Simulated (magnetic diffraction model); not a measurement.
**Magnetic neutron pattern of Yb₃Sn₁₁**

Space group Immm (no. 71), a = 4.9710 Å, b = 10.0940 Å, c = 14.8150 Å.

| site | atom | x | y | z |
| --- | --- | --- | --- | --- |
| 4i | Yb | 1/2 | 1/2 | 0.2045 |
| 2a | Yb | 0 | 0 | 0 |
| 8l | Sn | 0 | 0.2920 | 0.8670 |
| 8l | Sn | 0 | 0.3540 | 0.6640 |
| 4h | Sn | 1/2 | 0.3113 | 0 |
| 2d | Sn | 0 | 1/2 | 0 |

This is a made-up structure (elements placed in a structure type, unrelaxed), so the numbers test the method and describe no known phase.

Only Yb is taken to order (form factors of Yb3+); orders and moment sizes are assumed, and not adapted to the symmetry. Radiation: neutrons of λ = 1.594 Å, 1.5° to 30°; isotropic B of 0.1 Å² (Yb) and 0.12 Å² (Sn). Simulated constant-wavelength pattern: nuclear and magnetic terms add, the magnetic one as |2.695 fm × Σ f S⊥ exp(2πi Q·r) exp(−B s²)|², summed over all Q at one angle with the factor 1/(sin²θ cos θ). For a modulated order the moment at position r is S exp(−2πi k·r) + c.c., with S = m/2 for a sine wave of amplitude m and S = m(u + iv)/2 for moments turning in a plane, u and v being orthogonal unit vectors in it; the phase factor of the sum at Q = H + k is then exp(2πi H·r). Free-ion form factors, Sears's scattering lengths of 1992, no absorption; a label names one of the reflections at its angle. The strongest nuclear line in the range is 100, and lines under 0.2 are left out.

Assume the order k = (1/5 0 0), moments turning in the plane of [100] and [010], 3.7 μB on Yb; signs + at (1/2, 1/2, 0.2045), − at (1/2, 1/2, 0.7955), + at (0, 0, 0).

Q: Where does magnetic intensity appear, and how strong is it?

```tsv
2θ (°)	index	nuclear	magnetic
3.67	(1/5 0 0)	0.0	68.6
10.96	(0 1 1)	2.6	0.0
11.57	(1/5 1 1)	0.0	163.8
12.35	(0 0 2)	4.0	0.0
12.89	(1/5 0 2)	0.0	45.4
15.99	(4/5 0 1)	0.0	37.7
17.33	(4/5 1 0)	0.0	5.9
18.17	(0 2 0)	5.0	0.0
18.55	(1/5 2 0)	0.0	5.2
19.47	(1 0 1)	1.9	0.0
20.59	(1 1 0)	36.0	0.0
20.70	(0 1 3)	19.5	0.0
21.03	(1/5 1 3)	0.0	38.2
21.33	(4/5 1 2)	0.0	22.3
22.03	(0 2 2)	5.6	0.0
22.34	(1/5 2 2)	0.0	19.7
23.05	(6/5 0 1)	0.0	16.3
23.79	(4/5 0 3)	0.0	13.3
24.01	(6/5 1 0)	0.0	3.0
24.08	(1 1 2)	1.4	0.0
24.30	(4/5 2 1)	0.0	29.0
24.85	(0 0 4)	0.6	0.0
25.13	(1/5 0 4)	0.0	23.0
26.30	(1 0 3)	100.0	0.0
26.76	(1 2 1)	19.6	0.0
27.08	(6/5 1 2)	0.0	12.1
28.12	(0 3 1)	11.2	0.0
28.36	(1/5 3 1)	0.0	20.4
29.09	(6/5 0 3)	0.0	7.5
29.51	(6/5 2 1)	0.0	18.6
```

The strongest magnetic line in the range is (1/5 1 1) at 11.57° (163.8). On top of the Lorentz factor, which all lines share, magnetic lines fade with angle because f falls: for Yb3+ it is 0.97, 0.88, 0.76 and 0.51 at sin θ/λ = 0.1, 0.2, 0.3 and 0.5 Å⁻¹, while nuclear lengths stay constant. The order has no net moment.

[Logs are printed without paths, hosts, clocks, repeated set-up lines and the standing remarks that a program may print on its own settings, such as how far it seeks lower states.]
